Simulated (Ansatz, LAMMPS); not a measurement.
**Glassy 81SiO2-7Na2O-7CaO-4ZnO (mol %) (78 atoms), the frame at 75 fs of a trajectory (instantaneous temperature 842 K)**

The starting structure: 78 atoms (22 Si, 4 Na, 2 Ca, 1 Zn, 49 O) placed at random at 2.4 g/cm³, melted at 4000 K for 10 ps at fixed volume with the Morse and Coulomb pair potential with partial charges (Pedone, Malavasi, Menziani, Cormack and Segre, J. Phys. Chem. B 110, 11780 (2006)). Quenched from 4000 K to 300 K at 300 K/ps and fixed volume, held 10 ps at zero pressure.

Geometry: the frame at 75 fs of a trajectory (instantaneous temperature 842 K). Computed with Ansatz 0.2.0: Kohn-Sham DFT, PBE, PAW (set soft_2), plane waves; cutoff 420 eV, Γ point, fermi-dirac smearing of 0.078 eV; density 2.62 g/cm³.

Extended XYZ; positions in Å, forces in eV/Å:

```xyz
78
Lattice="10.125 0.000 0.000 0.000 10.125 0.000 0.000 0.000 10.125" Properties=species:S:1:pos:R:3:forces:R:3 pbc="T T T"
Si 2.745 2.522 3.621 -1.011 -3.051 -0.241
Si 5.536 2.795 3.417 1.466 -0.306 -0.828
Si 0.241 8.068 1.234 0.895 -0.031 2.080
Si 5.617 8.548 8.050 -1.070 0.333 1.882
Si 3.774 4.350 0.012 -0.449 0.678 2.530
Si 8.990 0.533 5.050 2.407 -1.033 -0.153
Si 0.489 3.821 7.739 1.743 -3.025 0.040
Si 4.090 0.721 6.668 -1.730 0.520 0.180
Si 5.840 7.860 0.929 -0.812 2.136 1.209
Si 5.071 9.918 4.009 -0.441 -0.158 0.889
Si 2.143 1.591 0.783 -2.104 3.250 2.075
Si 9.676 0.418 9.682 1.655 -0.103 -2.613
Si 8.588 5.451 4.473 -0.012 3.102 -1.364
Si 1.137 0.970 7.118 -0.608 2.218 -1.861
Si 8.092 3.058 6.387 1.484 -0.659 0.088
Si 3.360 6.221 7.665 2.953 -0.530 0.783
Si 5.213 3.665 6.429 1.458 1.414 -1.007
Si 7.316 8.310 5.490 -0.349 -1.425 -1.441
Si 9.496 5.667 9.695 -0.851 -0.514 -1.222
Si 3.201 9.025 1.586 -0.384 -1.616 2.643
Si 1.373 5.025 5.042 3.126 -0.550 -1.453
Si 7.266 5.059 1.797 -1.171 -2.713 -2.909
Na 6.517 5.420 8.803 0.299 0.521 -0.313
Na 2.397 8.125 5.254 0.489 0.262 -0.833
Na 4.610 5.733 3.522 -0.728 -0.114 -0.611
Na 1.308 5.008 2.067 0.753 -0.042 -0.053
Ca 0.088 7.890 7.494 0.428 0.861 -0.044
Ca 6.265 1.908 9.244 0.011 0.130 0.287
Zn 8.182 9.462 2.457 -1.741 3.867 1.073
O 8.031 1.603 5.710 -2.243 1.109 1.607
O 6.511 3.581 2.279 0.751 1.216 0.153
O 0.156 0.214 8.099 -1.202 -1.230 0.656
O 1.717 1.783 2.450 2.136 1.107 -1.338
O 3.869 9.326 3.087 0.633 -0.578 -0.123
O 5.233 3.925 9.639 1.239 -1.285 -0.392
O 6.742 3.493 7.123 -1.272 0.507 1.376
O 4.522 2.329 6.794 -1.272 -3.359 1.397
O 0.029 5.808 4.582 0.076 1.514 -1.161
O 5.794 1.158 3.527 0.304 1.557 -0.257
O 0.342 0.740 5.671 2.066 0.269 1.208
O 1.673 3.538 4.263 -1.203 2.003 0.710
O 5.810 3.543 4.860 -0.740 0.744 0.011
O 8.932 6.497 8.354 0.245 -1.620 2.345
O 8.706 9.085 5.674 1.139 0.856 -0.761
O 0.456 4.472 9.179 -0.999 1.504 1.859
O 6.420 8.922 4.292 -0.483 0.046 -0.171
O 4.114 3.171 2.821 -2.145 -1.061 1.459
O 8.236 0.872 9.623 -3.572 0.847 0.282
O 7.598 6.754 4.982 0.761 -1.631 0.162
O 2.162 7.061 7.146 -2.078 0.501 -0.555
O 6.268 8.031 9.515 0.466 0.277 -2.040
O 1.751 8.401 2.014 -2.021 -0.557 -1.256
O 2.674 5.868 4.579 -1.003 0.222 0.823
O 6.769 8.466 6.971 0.257 -0.895 0.134
O 3.216 1.381 4.705 0.199 1.587 -0.539
O 3.030 0.258 0.830 0.661 1.225 -2.265
O 4.513 9.759 5.587 1.283 -1.333 -1.543
O 4.445 7.499 7.905 -0.575 -1.648 -0.777
O 3.589 5.053 1.443 -0.222 0.839 -0.959
O 9.080 0.820 3.527 -1.262 -1.495 -2.192
O 4.053 7.924 0.800 3.331 -0.281 0.278
O 8.149 4.892 0.360 0.927 0.523 -0.394
O 0.349 6.540 0.598 -0.549 -0.396 -0.401
O 0.943 4.734 6.566 0.574 1.552 -0.426
O 6.499 9.234 1.670 -2.168 -2.266 -1.148
O 0.599 1.417 0.136 3.200 1.950 1.665
O 4.502 5.006 6.901 -0.464 1.247 -0.675
O 9.147 8.063 2.296 3.174 -2.793 -1.076
O 2.574 0.293 7.212 1.844 -0.723 -0.334
O 9.214 3.089 7.555 -2.265 -0.492 -0.145
O 8.636 4.152 5.356 -1.503 -0.648 -0.400
O 3.122 5.310 8.958 -0.736 0.402 -0.324
O 1.503 2.525 7.468 -0.371 0.071 0.774
O 5.055 10.116 7.931 0.413 0.920 1.062
O 0.022 9.069 10.090 0.047 -2.362 0.947
O 6.323 6.333 1.486 -1.107 1.430 0.245
O 8.405 5.325 2.812 1.380 0.223 3.871
O 2.881 2.954 0.171 -1.357 -3.017 -0.183
```

The quench rate of 300 K/ps is many orders above laboratory rates, so the cell is likely richer in defects and strain than a real sample. The network of bonds at the start is that of the classical potential that made the cell, and needn't be the one that DFT or experiment would give. Only the Γ point is sampled, in a cell whose shortest periodic width is 10 Å.

The r.m.s. force component is 1.42 eV/Å; the longest force, 4.39 eV/Å, acts on Si11. The energy lies 7.4 meV/atom above that of the first step of this run.

[Logs are printed without paths, hosts, clocks, repeated set-up lines and the standing remarks that a program may print on its own settings, such as how far it seeks lower states.]

[Hosts, paths, dates, database ids (printed as entryN), source tags and the programs' standing remarks are cut or masked in the printed files.]
